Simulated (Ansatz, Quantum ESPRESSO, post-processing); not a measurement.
# The work function of W(100), 7 layers, level by level, part 2 of 2

How much energy does it take to lift an electron out of W(100), 7 layers, and how far do the settings matter?

Quantum ESPRESSO 7.5; plane-wave DFT, PBE, GBRV ultrasoft pseudopotentials; geometry and cross-check by Ansatz 0.2.0 with PAW datasets.

So far. Step 8 (SCF with pw.x: open boundaries by the effective …): The upper level is 4.143 eV against 4.143 eV from the periodic run. Step 10 (Potential by pp.x): The upper face goes from 4.143 eV (PBE, GBRV) to 4.132 eV, a change of -0.011 eV; the files are those of the first run, so only the cutoffs change.

### Step 12. Potential by pp.x

The input, gbrv-rpbe.pot.in:

```
&inputpp
  prefix = 'gbrv-rpbe'
  outdir = './out'
  filplot = 'gbrv-rpbe.pot.dat'
  plot_num = 11
/
```

Launch:

```
OMP_NUM_THREADS=1 mpirun -n 4 pp.x -in gbrv-rpbe.pot.in > gbrv-rpbe.pot.out
```

Wall time 0.93 s (4 MPI ranks of Arm Neoverse V2, shared host); peak memory 0.16 GiB.

This step gave:

```
work function of the upper face                                       : 3.985 eV
slope of the potential above                                          : 0.001266 eV/Å
upper vacuum line continued to the top atoms, over the Fermi level    : 3.978 eV
work function of the lower face                                       : 3.985 eV
slope of the potential below                                          : -9.56e-4 eV/Å
lower vacuum line continued to the bottom atoms, over the Fermi level : 3.979 eV
```

The upper face goes from 4.143 eV (PBE, GBRV) to 3.985 eV, a change of -0.159 eV.

### Step 13. Self-consistent run: revPBE, GBRV ultrasoft

Level of this step: plane-wave DFT, revPBE, GBRV ultrasoft pseudopotentials made under PBE (Quantum ESPRESSO 7.5). input_dft overrides the functional of the files.

The input, gbrv-revpbe.in:

```
&control
  prefix = 'gbrv-revpbe'
  outdir = './out'
  pseudo_dir = './pseudo'
  calculation = 'scf'
  tprnfor = .true.
/
&system
  ibrav = 0
  nat = 7
  ntyp = 1
  ecutwfc = 40
  ecutrho = 200
  input_dft = 'revpbe'
  occupations = 'smearing'
  smearing = 'mv'
  degauss = 0.02
/
&electrons
  conv_thr = 1e-07
  mixing_beta = 0.4
  electron_maxstep = 120
  mixing_mode = 'local-TF'
/
ATOMIC_SPECIES
  W   183.8400  w_pbe_v1.2.uspp.F.UPF
CELL_PARAMETERS angstrom
  3.16000000000000 0.00000000000000 0.00000000000000
  0.00000000000000 3.16000000000000 0.00000000000000
  0.00000000000000 0.00000000000000 25.48000000000000
ATOMIC_POSITIONS crystal
  W   0.000000000000 -0.000000000000 0.317530493288
  W   0.500000000000 0.500000000000 0.373760365566
  W   0.000000000000 0.000000000000 0.437990580800
  W   0.500000000000 0.500000000000 0.500000000000
  W   0.000000000000 0.000000000000 0.562009419200
  W   0.500000000000 0.500000000000 0.626239638010
  W   -0.000000000000 -0.000000000000 0.682469511203
K_POINTS automatic
  8 8 1 0 0 0
```

Launch:

```
OMP_NUM_THREADS=1 mpirun -n 4 pw.x -nk 4 -in gbrv-revpbe.in > gbrv-revpbe.out
```

It took 74 s on 4 MPI ranks; peak memory 0.99 GiB.

Numbers from this step:

| Quantity | Value |
| --- | --- |
| free energy | -15154.6069 eV |
| Fermi energy | 7.676 eV |

### Step 14. Electrostatic potential

The input, gbrv-revpbe.pot.in:

```
&inputpp
  prefix = 'gbrv-revpbe'
  outdir = './out'
  filplot = 'gbrv-revpbe.pot.dat'
  plot_num = 11
/
```

Launch:

```
OMP_NUM_THREADS=1 mpirun -n 4 pp.x -in gbrv-revpbe.pot.in > gbrv-revpbe.pot.out
```

Run time: 0.93 s. Hardware: 4 MPI ranks; peak memory 0.16 GiB.

This step gave:

| Item | Value |
| --- | --- |
| work function of the upper face | 4.015 eV |
| slope of the potential above | 0.001359 eV/Å |
| upper vacuum line continued to the top atoms, over the Fermi level | 4.008 eV |
| work function of the lower face | 4.015 eV |
| slope of the potential below | -0.001028 eV/Å |
| lower vacuum line continued to the bottom atoms, over the Fermi level | 4.010 eV |

The upper face goes from 4.143 eV (PBE, GBRV) to 4.015 eV, a change of -0.128 eV.

### Step 15. All levels side by side

All levels:

| level | upper face (eV) | lower face (eV) | dipole (e Å) | CPU time (s) |
| --- | --- | --- | --- | --- |
| QE PBE GBRV, periodic | 4.143 | 4.143 | - | 291.4 |
| QE PBE GBRV, ESM bc1 | 4.143 | 4.143 | - | 430 |
| QE PBE SSSP efficiency, periodic | 4.132 | 4.132 | - | 397.9 |
| QE RPBE GBRV ultrasoft, periodic | 3.985 | 3.985 | - | 278 |
| QE revPBE GBRV ultrasoft, periodic | 4.015 | 4.015 | - | 295.5 |
| Ansatz PBE PAW, sawtooth (time of the whole relaxation) | 4.138 | 4.138 | -6.45e-6 | 88.65 |

The times are CPU seconds on a shared host; the codes use unlike cutoffs, datasets and smearings, so their times compare unlike work.

### Step 16. SCF with pw.x, with ecutwfc = 32, ecutrho = 256 and K_POINTS = [11, 11, 1]

A sensitivity test on the input.

Level of this step: plane-wave DFT, PBE, GBRV ultrasoft pseudopotentials (Quantum ESPRESSO 7.5).

The input, esm.w0.in:

```
&control
  prefix = 'esm.w0'
  outdir = './out'
  pseudo_dir = './pseudo'
  calculation = 'scf'
  tprnfor = .true.
/
&system
  ibrav = 0
  nat = 7
  ntyp = 1
  ecutwfc = 32
  ecutrho = 256
  occupations = 'smearing'
  smearing = 'mv'
  degauss = 0.02
  assume_isolated = 'esm'
  esm_bc = 'bc1'
/
&electrons
  conv_thr = 1e-07
  mixing_beta = 0.4
  electron_maxstep = 120
  mixing_mode = 'local-TF'
/
ATOMIC_SPECIES
  W   183.8400  w_pbe_v1.2.uspp.F.UPF
CELL_PARAMETERS angstrom
  3.16000000000000 0.00000000000000 0.00000000000000
  0.00000000000000 3.16000000000000 0.00000000000000
  0.00000000000000 0.00000000000000 25.48000000000000
ATOMIC_POSITIONS crystal
  W   0.000000000000 -0.000000000000 -0.182469508957
  W   0.500000000000 0.500000000000 -0.126239636680
  W   0.000000000000 0.000000000000 -0.062009421446
  W   0.500000000000 0.500000000000 -0.000000002246
  W   0.000000000000 0.000000000000 0.062009416954
  W   0.500000000000 0.500000000000 0.126239635764
  W   -0.000000000000 -0.000000000000 0.182469508957
K_POINTS automatic
  11 11 1 0 0 0
```

Launch:

```
OMP_NUM_THREADS=1 mpirun -n 4 pw.x -nk 4 -in esm.w0.in > esm.w0.out
```

Elapsed: 2.1 min, on 4 MPI ranks; peak memory 1.2 GiB; 8.2 min of CPU time.

The changed values were drawn from a wide range, not chosen for quality; the comparison shows what they did here together.

Beside the run it was changed from:

| quantity | this run | unchanged run | difference |
| --- | --- | --- | --- |
| vacuum line at the upper end of the cell, over the Fermi level (eV) | 4.120 | 4.143 | -0.023 |
| vacuum line at the lower end of the cell, over the Fermi level (eV) | 4.120 | 4.143 | -0.023 |
| free energy (eV) | -15150.37 | -15151.17 | 0.80 |
| wall time (s) | 124 | 108 |  |
| SCF iterations | 22 | 22 |  |

The free energy moves by +1.1e+02 meV an atom.

Levels move by up to 23 meV, a modest change.

### Step 17. Self-consistent run, with smearing = fd and degauss = 0.2

Another try, with an input changed as a hurried user might.

The input, esm.bad.in:

```
&control
  prefix = 'esm.bad'
  outdir = './out'
  pseudo_dir = './pseudo'
  calculation = 'scf'
  tprnfor = .true.
/
&system
  ibrav = 0
  nat = 7
  ntyp = 1
  ecutwfc = 40
  ecutrho = 200
  occupations = 'smearing'
  smearing = 'fd'
  degauss = 0.2
  assume_isolated = 'esm'
  esm_bc = 'bc1'
/
&electrons
  conv_thr = 1e-07
  mixing_beta = 0.4
  electron_maxstep = 100
  mixing_mode = 'local-TF'
/
ATOMIC_SPECIES
  W   183.8400  w_pbe_v1.2.uspp.F.UPF
CELL_PARAMETERS angstrom
  3.16000000000000 0.00000000000000 0.00000000000000
  0.00000000000000 3.16000000000000 0.00000000000000
  0.00000000000000 0.00000000000000 25.48000000000000
ATOMIC_POSITIONS crystal
  W   0.000000000000 -0.000000000000 -0.182469508957
  W   0.500000000000 0.500000000000 -0.126239636680
  W   0.000000000000 0.000000000000 -0.062009421446
  W   0.500000000000 0.500000000000 -0.000000002246
  W   0.000000000000 0.000000000000 0.062009416954
  W   0.500000000000 0.500000000000 0.126239635764
  W   -0.000000000000 -0.000000000000 0.182469508957
K_POINTS automatic
  8 8 1 0 0 0
```

Launch:

```
OMP_NUM_THREADS=1 mpirun -n 4 pw.x -nk 4 -in esm.bad.in > esm.bad.out
```

Run time: 3.4 min. Hardware: 4 MPI ranks; peak memory 0.84 GiB.

Residual by cycle:

cycle, log10 residual and a bar from the least value:
```
        1       -0.2 ##############################
        5       -1.1 ##########################
        8       -2.3 #####################
       12       -2.2 ######################
       15       -2.9 ###################
       19       -4.5 ############
       22       -4.2 ##############
       26       -3.9 ###############
       29       -4.7 ############
       33       -4.9 ###########
       36       -5.6 ########
       40       -7.5
```

The SCF loop closed, but a setting was changed on purpose, so the numbers serve as a test and not as the result.

The fault put into the input: a smearing typed in eV where Ry are read (system.smearing = "fd" and system.degauss = 0.2).

Beside the run it was changed from:

| quantity | this run | unchanged run | difference |
| --- | --- | --- | --- |
| vacuum line at the upper end of the cell, over the Fermi level (eV) | 5.002 | 4.143 | 0.86 |
| vacuum line at the lower end of the cell, over the Fermi level (eV) | 5.001 | 4.143 | 0.86 |
| free energy (eV) | -15210.16 | -15151.17 | -59 |
| wall time (s) | 202 | 108 |  |
| SCF iterations | 40 | 22 |  |

The free energy moves by -8.4e+03 meV an atom.

The free energy holds the smearing's entropy term, so it moves with degauss by construction.

Levels move by up to 858 meV, so the change matters at the level of the results.

### Step 18. The arithmetic

In the first self-consistent run, on its own zero, the Fermi level is 7.580 eV and the upper vacuum level 11.724 eV: φ = 11.724 − (7.580) = 4.144 eV.

### Step 19. What came out

```json
{
 "work function of the upper face, PBE, GBRV": "4.14 eV",
 "work function of the lower face, PBE, GBRV": "4.14 eV",
 "upper face by ESM": "4.14 eV",
 "upper face by Ansatz": "4.14 eV"
}
```

What this shows: At the first level (PBE, GBRV ultrasoft) the work function comes to 4.14 eV on both faces. ESM differs from the periodic treatment by +0 meV on the upper face and -0 meV on the lower. Over the levels tried the upper face spans 3.98 eV (QE RPBE GBRV ultrasoft, periodic) to 4.14 eV (QE PBE GBRV, ESM bc1). Quantum ESPRESSO and Ansatz give 4.14 and 4.14 eV for the upper face, which agree. Ansatz ran with Fermi-Dirac smearing of 0.1 eV against cold smearing of 0.02 Ry, which alone can move a level by some tens of meV. With 8×8 points and so few layers the values hold to some 0.05 to 0.1 eV. The slab is cut at a tabulated measured bulk lattice constant, given to two decimals. Spin-orbit coupling is left out; depending on the atoms that carry the levels of interest, it can split and shift them by tenths of an eV to an eV or more.

Calculation against experiment:

| quantity | measured | QE PBE GBRV | QE PBE GBRV, ESM bc1 | QE PBE SSSP efficiency | QE RPBE GBRV | QE revPBE GBRV | Ansatz PBE PAW |
| --- | --- | --- | --- | --- | --- | --- | --- |
| work function (clean (100) face, which reconstructs) (eV) | 4.65 | 4.14 (-0.51 eV) | 4.14 (-0.51 eV) | 4.13 (-0.52 eV) | 3.98 (-0.67 eV) | 4.02 (-0.63 eV) | 4.14 (-0.51 eV) |

Measured values from arxiv:1902.07811 (2019).

**Verdict.** For the work function, of the levels listed nearest comes QE PBE GBRV, ESM bc1 (-0.51 eV, a clear miss) and farthest QE RPBE GBRV (-0.67 eV, a clear miss). The grades are ours: good and fair within 3 and 7 % for the work function. Other measurements of the same face can differ from the value quoted by 0.1 to 0.2 eV.

[Logs are printed without paths, hosts, clocks, repeated set-up lines and the standing remarks that a program may print on its own settings, such as how far it seeks lower states.]

[Hosts, paths, dates, database ids (printed as entryN), source tags and the programs' standing remarks are cut or masked in the printed files.]

[Maps of the electrostatic potential energy from Ansatz leave out the sawtooth potential of an applied field or a dipole correction, so their vacuum need not be flat; planar profiles and work functions include it.]
